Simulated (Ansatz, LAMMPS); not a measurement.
# Localised basis functions on amorphous Zn25Hg15S40 (80 atoms), part 2 of 3

Wanted: errors and times of a linear-scaling basis for amorphous Zn25Hg15S40 (80 atoms). A setting counts as converged where the r.m.s. difference of forces stays under 1 % of the r.m.s. force.

Ansatz 0.2.0; Kohn-Sham DFT, PBE, PAW (set soft_2, large core), plane waves.

The cell: 25 Zn, 15 Hg and 40 S. The quench rate of 3 K/ps is orders of magnitude faster than experiment. The network of bonds at the start is that of the classical potential that made the cell. Sampling is at Γ alone, for a cell whose shortest periodic width is 12 Å. Spin–orbit coupling is left out.

So far. Step 3 (Plane-wave single point): The r.m.s. force component of 0.40 eV/Å and the pressure of -1.7 GPa set the scale for the differences below.

## (4) Support functions low

The cell is solved in localised support functions.

This step: Kohn-Sham DFT, PBE, PAW (set soft_2, large core), localised support functions (low) (Ansatz 0.2.0).

input.yaml

```yaml
crystal:
  lattice:
    - [12.1288, 0.0, 0.0]
    - [0.0, 12.1288, 0.0]
    - [0.0, 0.0, 12.1288]
  atoms:
    [... the 80 atom lines of step 3 ...]
kpoints:
  mp_grid: { grid: [1, 1, 1] }
hamiltonian:
  xc: pbe
  pseudopotentials: { kind: paw, core: large }
scf:
  occupations: { method: fermi_dirac, width: 0.025 }
  eigensolver: { kind: { support_functions: { accuracy: low } } }
  max_iter: 150
output:
  forces: true
  eigenvalues: true
```

Command:

```bash
ansatz run input.yaml --threads 4 --pin off --max-ram 8192MiB --backend cpu --events-out ev --progress --plain --runs-dir out
```

Numbers of over 12 decimals in the logs are rounded to 6 here.

Log:

```text
Warning: scf.eigensolver.kind.support_functions: disabling space-group detection — the functions' gradient is summed over unrotated k-points, so no spatial operation reduces the k-mesh or symmetrises the density; time reversal is kept, so that k and −k are solved as one point where they differ and the mesh holds both, and exact exchange and, on two spinor components, a DFT+U term hold to it where the run has them: [...]
settings of this run that can trade accuracy for cost: scf.eigensolver.kind.support_functions; scf.eigensolver.kind.support_functions.accuracy: low [...]
[...]
Crystal: 80 atoms, lattice volume = 1784.241 Å³
Basis set: ecut = 420 eV, 34889 PW (Γ), exchange–correlation on 180×180×180 points (8 copies of the dense FFT grid, shifted against one another)
Bands: 432, of which v1, the nominal top of the filled ones, is band 360 counted from 1 (359 counted from 0)
Symmetry: 1 space group operations
k-points: 1
[...]
SCF iter   1: F=—  HF=-284156.755826 eV  |F-HF|=—  |Δ(HF+E_count)|=         —  Δρ=5.29e-2  dr2=8.43e1  ethr=1.00e-1
[...]
SCF iter  13: F=—  HF=-284209.864715 eV  |F-HF|=—  |Δ(HF+E_count)|=   3.98e-3  Δρ=5.91e-5  dr2=7.90e-5  ethr=4.60e-8  κ⁻¹=2.5e-5(r=7)
SCF iter  14: F=-284209.868132 eV  HF=-284209.868129 eV  |F-HF|=2.59e-6  |Δ(HF+E_count)|=   3.41e-3  Δρ=1.75e-5  dr2=1.29e-5  ethr=1.10e-8
SCF 1 converged in 14 iterations: F = -284209.935017 eV  dr2 = 1.29e-5
[...]
SCF converged after 14 iterations
Stability not checked: this state was not tested for a lower state beside it, because the mixer in use, unlike msr1, does not test its closes by its own steps (another_mixer; see scf.mixing.algorithm and scf.lower_state_search)
Free energy (F): -284209.935017 eV
[...]
Internal energy: -284209.849614 eV  (E = F + TS)
E sigma→0 (E₀):  -284209.892315 eV
Entropy (-TS):   -0.085403 eV (-1.068 meV/atom)
Fermi energy:    6.504969 eV
[...]
Σ components = -284209.935017   (vs F -284209.935017, Δ=0.00e0)
--- Forces (eV/Å), atoms counted from 1 ---
  atom   1  Zn     0.63302980    -0.24661198     0.04707497
  atom   2  Zn    -0.21203356     0.27713289     0.27403330
  atom   3  Zn     0.19293860     0.16315755     0.01299381
  atom   4  Zn     0.01228720    -0.17066565    -0.37583732
[...]
atom  80  S      0.17997288    -0.15515731     0.69755519
  max |Σ_I F_I| component: 4.33e-3 eV/Å
--- Band table (eV) ---
[...]
```

It took 4.1 min on 4 threads of Arm Neoverse N1, shared host; peak memory 4 GiB; 16 min of CPU time.

The program notes that the band table was not solved further than the SCF left it and it switched symmetry off.

Keys that differ from the reference: support_functions.accuracy = "low" and scf.max_iter = 150.

Forces differ from the reference by 0.65 meV/Å r.m.s., 0.16 % of their size, well within a tolerance of 1 %; the energy by -1.5 meV/atom. It took 4.1 min and 14 cycles; the reference's time can't be set against it, since the two runs asked for unlike analyses.

## (5) Support functions medium

The cell is solved in localised support functions.

This step: Kohn-Sham DFT, PBE, PAW (set soft_2, large core), localised support functions (medium) (Ansatz 0.2.0).

input.yaml, the sections that differ from step 4:

```yaml
scf:
  occupations: { method: fermi_dirac, width: 0.025 }
  eigensolver: { kind: { support_functions: { accuracy: medium } } }
  max_iter: 150
# crystal, kpoints, hamiltonian, output: as in step 4
```

Log:

```text
[...]
Crystal: 80 atoms, lattice volume = 1784.241 Å³
Basis set: ecut = 420 eV, 34889 PW (Γ), exchange–correlation on 180×180×180 points (8 copies of the dense FFT grid, shifted against one another)
Bands: 432, of which v1, the nominal top of the filled ones, is band 360 counted from 1 (359 counted from 0)
Symmetry: 1 space group operations
k-points: 1
[...]
SCF iter   1: F=—  HF=-284156.755826 eV  |F-HF|=—  |Δ(HF+E_count)|=         —  Δρ=5.29e-2  dr2=8.43e1  ethr=1.00e-1
[...]
SCF iter  15: F=—  HF=-284209.871107 eV  |F-HF|=—  |Δ(HF+E_count)|=   2.98e-3  Δρ=2.06e-5  dr2=6.39e-6  ethr=1.79e-9  κ⁻¹=2.4e-5(r=7)
SCF iter  16: F=-284209.873724 eV  HF=-284209.873723 eV  |F-HF|=6.45e-7  |Δ(HF+E_count)|=   2.62e-3  Δρ=7.25e-6  dr2=1.38e-6  ethr=8.88e-10
SCF 1 converged in 16 iterations: F = -284209.934972 eV  dr2 = 1.38e-6
[...]
SCF converged after 16 iterations
[...]
Free energy (F): -284209.934972 eV
[...]
Internal energy: -284209.849555 eV  (E = F + TS)
E sigma→0 (E₀):  -284209.892264 eV
Entropy (-TS):   -0.085417 eV (-1.068 meV/atom)
Fermi energy:    6.505031 eV
[...]
Σ components = -284209.934972   (vs F -284209.934972, Δ=0.00e0)
--- Forces (eV/Å), atoms counted from 1 ---
  atom   1  Zn     0.63313416    -0.24663641     0.04710870
  atom   2  Zn    -0.21203585     0.27713729     0.27411539
  atom   3  Zn     0.19284961     0.16316724     0.01324409
  atom   4  Zn     0.01233571    -0.17078529    -0.37569655
[...]
atom  80  S      0.17998598    -0.15509099     0.69773723
  max |Σ_I F_I| component: 4.63e-3 eV/Å
--- Band table (eV) ---
[...]
```

The job ended after 4.6 min (4 threads; peak memory 4 GiB).

Keys that differ from the reference: support_functions.accuracy = "medium" and scf.max_iter = 150.

Forces differ from the reference by 0.62 meV/Å r.m.s., 0.16 % of their size, well within a tolerance of 1 %; the energy by -1.5 meV/atom. It took 4.6 min and 16 cycles; the reference's time can't be set against it, since the two runs asked for unlike analyses.

## (6) Support functions medium, radius 3.57 Å

The radius confines each support function; a larger one gives more freedom and more work per atom.

input.yaml, the sections that differ from step 5:

```yaml
scf:
  occupations: { method: fermi_dirac, width: 0.025 }
  eigensolver: { kind: { support_functions: { accuracy: medium, radius: 3.57 } } }
  max_iter: 150
# crystal, kpoints, hamiltonian, output: as in step 5
```

Log:

```text
Warning: scf.eigensolver.kind.support_functions: disabling space-group detection — the functions' gradient is summed over unrotated k-points, so no spatial operation reduces the k-mesh or symmetrises the density; time reversal is kept, so that k and −k are solved as one point where they differ and the mesh holds both, and exact exchange and, on two spinor components, a DFT+U term hold to it where the run has them: [...]
settings of this run that can trade accuracy for cost: scf.eigensolver.kind.support_functions [...]
Engine: ansatz 0.2.0, aarch64-unknown-linux-gnu
Pseudopotentials: kind: paw
Pseudopotential: Zn, paw, valence charge 12, recommended cutoff 420 eV (normal), Zn.paw.azcp
Pseudopotential: Hg, paw, valence charge 12, recommended cutoff 420 eV (normal), Hg.paw.azcp#standard-large-core
Pseudopotential: S, paw, valence charge 6, recommended cutoff 420 eV (normal), S.paw.azcp
[... 5 lines on functional and potentials left out ...]
Error: SCF: the radius of support functions is under 3.99 Å, the least for these sites at the functions' level (scf.eigensolver.kind.support_functions.accuracy). Use scf.eigensolver.kind: auto, or type scf.eigensolver.kind.support_functions.radius at least as long, [...]
```

Run time: 3.8 s. Hardware: 4 threads; peak memory 0.41 GiB.

The program refuses radii under 3.99 Å for these atoms at this level.

## (7) With basis.ecutwfc = "250 eV" and scf.n_extra_bands = 16

Changed here: basis.ecutwfc = "250 eV" and scf.n_extra_bands = 16.

This step: Kohn-Sham DFT, PBE, PAW (set soft_2, large core), plane waves (Ansatz 0.2.0).

input.yaml, the sections that differ from step 6:

```yaml
kpoints:
  mp_grid: { grid: [1, 1, 1], shift: [0.0, 0.0, 0.0] }
scf:
  occupations: { method: fermi_dirac, width: 0.025 }
  n_extra_bands: 16
output:
  forces: true
  stress: true
  populations: intrinsic
  dos:
    method: { smearing: { sigma: 0.15 } }
    de: 0.1
    projected: { site_lists: { Hg: [Hg], S: [S], Zn: [Zn] } }
  eigenvalues: true
basis:
  ecutwfc: "250 eV"
# crystal, hamiltonian: as in step 6
```

Log:

```text
Warning: basis.ecutwfc = 250 eV is below the records' recommended 420 eV, and the density's cutoff is lower with it unless basis.ecutrho_ratio is high enough to keep the records' density cutoff: compare with a run at a higher cutoff
[...]
Crystal: 80 atoms, lattice volume = 1784.241 Å³
Basis set: ecut = 250 eV, 15967 PW (Γ), exchange–correlation on 128×128×128 points (8 copies of the dense FFT grid, shifted against one another)
Bands: 376, of which v1, the nominal top of the filled ones, is band 360 counted from 1 (359 counted from 0)
Symmetry: 1 space group operations
[...]
k-points: 1
[...]
SCF iter   1: F=—  HF=-284182.883969 eV  |F-HF|=—  |Δ(HF+E_count)|=         —  Δρ=3.43e-2  dr2=5.98e1  ethr=3.10e-3  ⟨swp⟩=6.0  Hψ=1713  notcnv=0
[...]
SCF iter  19: F=-284168.278331 eV  HF=-284168.278331 eV  |F-HF|=5.47e-8  |Δ(HF+E_count)|=   1.98e-8  Δρ=1.15e-6  dr2=6.34e-8  ethr=1.39e-11  ⟨swp⟩=9.0  Hψ=1387  notcnv=0
SCF 1 converged in 19 iterations: F = -284168.278331 eV  dr2 = 6.34e-8
[...]
SCF converged after 19 iterations
Free energy (F): -284168.278331 eV
[...]
Internal energy: -284168.192387 eV  (E = F + TS)
E sigma→0 (E₀):  -284168.235359 eV
Entropy (-TS):   -0.085944 eV (-1.074 meV/atom)
Fermi energy:    6.493426 eV
[...]
--- Forces (eV/Å), atoms counted from 1 ---
  atom   1  Zn     0.63374713    -0.29071034     0.04564191
  atom   2  Zn    -0.22913689     0.26047634     0.28273658
  atom   3  Zn     0.20177276     0.17807439     0.04069249
  atom   4  Zn    -0.01002946    -0.16812512    -0.36954394
  atom   5  Zn     0.17788781    -0.13847117    -0.24602323
  atom   6  Zn    -0.20633055    -0.18289345    -0.32881292
  atom   7  Zn     0.56188055    -0.06330898    -0.24784698
  atom   8  Zn    -0.48562295     0.11455453    -0.34037130
  atom   9  Zn     0.06670304     0.26699328    -0.33416081
  atom  10  Zn     0.12431971    -0.40390727     0.41691128
  atom  11  Zn     0.08745657     0.44997364    -0.13417017
  atom  12  Zn    -0.26483269     0.36241821    -0.25654177
  atom  13  Zn    -0.28771955     0.28326844     0.52014800
  atom  14  Zn     0.16642593    -0.53779762    -0.41449718
[...]
atom  79  S     -0.65288844    -0.08356559    -0.61832403
  atom  80  S      0.15857977    -0.09831532     0.68490517
  max |Σ_I F_I| component: 1.29e-4 eV/Å
--- Stress (GPa, compression-positive) ---
       -1.616746      -0.536208      -0.387842
       -0.536208      -1.265793       0.475577
       -0.387842       0.475577      -0.391199
  P = ⅓ Tr σ = -1.0912 GPa (-10.912 kbar)
--- Band table (eV) ---
[...]
--- intrinsic populations: 80 sites ---
  site symbol       q [e]
     0     Zn     10.7791
     1     Zn     10.7806
     2     Zn     10.7580
[...]
79      S      7.1194
  spilling = -0.000000 (of n_electrons = 720.000000)
```

The job ended after 40 s (4 threads; peak memory 1.3 GiB; 2.6 min of CPU time).

The program notes that the cutoff lies under the one recommended for these potentials.

Forces differ from the reference by 23 meV/Å r.m.s., 5.9 % of their size, far over a tolerance of 1 %; the energy by +519 meV/atom and the pressure by +0.57 GPa.

## (8) All settings compared

Each row is set against the plane-wave reference (Kohn-Sham DFT, PBE, PAW (set soft_2, large core), plane waves; r.m.s. force component 0.396 eV/Å). Energies are set beside the reference only for runs with its functional, potentials and electron count. Times are for 4 threads of Arm Neoverse N1, shared host. The reference's time includes the DOS, ELF, the stress and grids, which some other runs skip.

```
                                                run  Δ force, r.m.s. (meV/Å)  share of r.m.s. force (%)  Δ energy (meV/atom)  Δ pressure (GPa)  cycles     time  host memory (GiB)
                                          reference                        -                          -                    -                 -      20     92 s                2.6
                              support functions low                    0.651                      0.165                -1.51                 -      14  4.1 min                4.0
                           support functions medium                    0.618                      0.156                -1.51                 -      16  4.6 min                4.0
basis.ecutwfc = "250 eV" and scf.n_extra_bands = 16                     23.4                       5.92                  519             0.571      19     40 s                1.3
```

## (9) What the reference run shows

With the settings judged, the reference run is read for its physics.

Length of the force by element:

```csv
element,coordination,atoms,mean length of the force (eV/Å),spread,least,most
Hg,all,15,0.619,0.194,0.246,1.02
S,all,40,0.701,0.299,0.167,1.27
Zn,all,25,0.546,0.148,0.253,0.797
```

Löwdin charges by element (they lack the spilled electrons, 0.096 e an atom on average):

```
element  coordination  atoms  mean charge (e)  spread  least    most
     Hg           all     15            0.912   0.107  0.722    1.12
      S           all     40           -0.918   0.110  -1.07  -0.579
     Zn           all     25             1.23  0.0355   1.08    1.26
```

States in the cell by windows of 1 eV, zero at the Fermi level; the larger projections on atomic orbitals stand beside the total:

| from (eV) | to (eV) | total | Zn d | S p | Hg d | Zn s | S s |
| --- | --- | --- | --- | --- | --- | --- | --- |
| -15 | -14 | 0.1 | 0.0 | 0.0 | 0.0 | 0.0 | 0.0 |
| -14 | -13 | 19.8 | 0.3 | 0.1 | 0.3 | 2.3 | 16.1 |
| -13 | -12 | 43.4 | 0.9 | 0.4 | 0.8 | 2.0 | 38.2 |
| -12 | -11 | 16.8 | 0.4 | 0.3 | 0.3 | 0.5 | 15.0 |
| -11 | -8 | 0.0 | 0.0 | 0.0 | 0.0 | 0.0 | 0.0 |
| -8 | -7 | 85.0 | 46.7 | 8.3 | 27.8 | 0.9 | 0.2 |
| -7 | -6 | 311.8 | 188.0 | 12.3 | 106.5 | 1.5 | 1.9 |
| -6 | -5 | 29.3 | 4.0 | 12.0 | 4.9 | 4.0 | 0.9 |
| -5 | -4 | 39.6 | 2.7 | 22.1 | 3.0 | 4.9 | 1.7 |
| -4 | -3 | 35.2 | 1.7 | 26.0 | 1.4 | 2.0 | 1.2 |
| -3 | -2 | 61.8 | 2.6 | 52.7 | 2.0 | 0.8 | 0.6 |
| -2 | -1 | 50.5 | 1.7 | 43.5 | 1.7 | 0.4 | 0.4 |
| -1 | 0 | 25.0 | 0.4 | 20.6 | 0.5 | 0.6 | 0.5 |
| 0 | 1 | 19.7 | 0.1 | 11.1 | 0.2 | 1.1 | 0.4 |
| 1 | 2 | 15.0 | 0.0 | 5.5 | 0.1 | 2.3 | 0.5 |
| 2 | 3 | 23.9 | 0.1 | 5.7 | 0.1 | 7.5 | 0.9 |
| 3 | 4 | 33.0 | 0.1 | 6.3 | 0.1 | 8.6 | 0.7 |
| 4 | 5 | 37.8 | 0.0 | 3.6 | 0.0 | 4.0 | 0.3 |

The levels nearest the highest filled one (over half full), pooled over k-points and spins:

```csv
level less the highest filled one (eV),occupation
-0.303,2
-0.221,2
-0.192,2
-0.0592,1.95
-0.022,1.79
0,1.56
0.0495,0.659
0.129,0.04
0.348,0
0.436,0
0.550,0
0.646,0
```

ELF in the ac plane at fractional y = 0.149, with atoms of Zn and Hg and S within 0.2 Å of it. It is the smooth field of the valence electrons, not physical close to the nuclei.

Ten even steps from '0' (0.00) to '9' (0.86), each cell a mean:
```
3799998410000001100000024565311122
3689985322210000000000000000001111
2356643334432000000001344421123332
2111223200343100000014799874234443
2100124100232100000137974697333333
2442113433332110000137851498333432
6886311233221100000026899997322223
8987411111000000000013467764100125
7765311001000000000011111221000025
3332111124554310000111000111100012
0111101269999751000111000124542100
0000001589547973000011111479887520
0000001599317973000000114897479741
0001111269999852111000015994169840
0011110124776421245531003799899730
0011100011221113699986311358886410
0011210112210016996589621112332000
0001122467742016983289621211100000
0000147999985213799998411222100000
1000169853897311246763124566421111
3200159964896210012210169999752233
3211125999973100011100489647963234
3246642356532111111100489647963344
2489996200000111111000279999842333
```
Columns run along a (12.1 Å), rows up along c (12.1 Å). Atoms in or near the plane, at fractional coordinates: Zn at (0.68, 0.58), Zn at (0.18, 0.35), Hg at (0.25, 0.82), S at (0.72, 0.78), S at (0.55, 0.27), S at (0.83, 0.44), S at (0.32, 0.48), S at (0.26, 0.16).

(Continued in part 3 of 3.)

[Logs are printed without paths, hosts, clocks, repeated set-up lines and the standing remarks that a program may print on its own settings, such as how far it seeks lower states.]

[Hosts, paths, dates, database ids (printed as entryN), source tags and the programs' standing remarks are cut or masked in the printed files.]
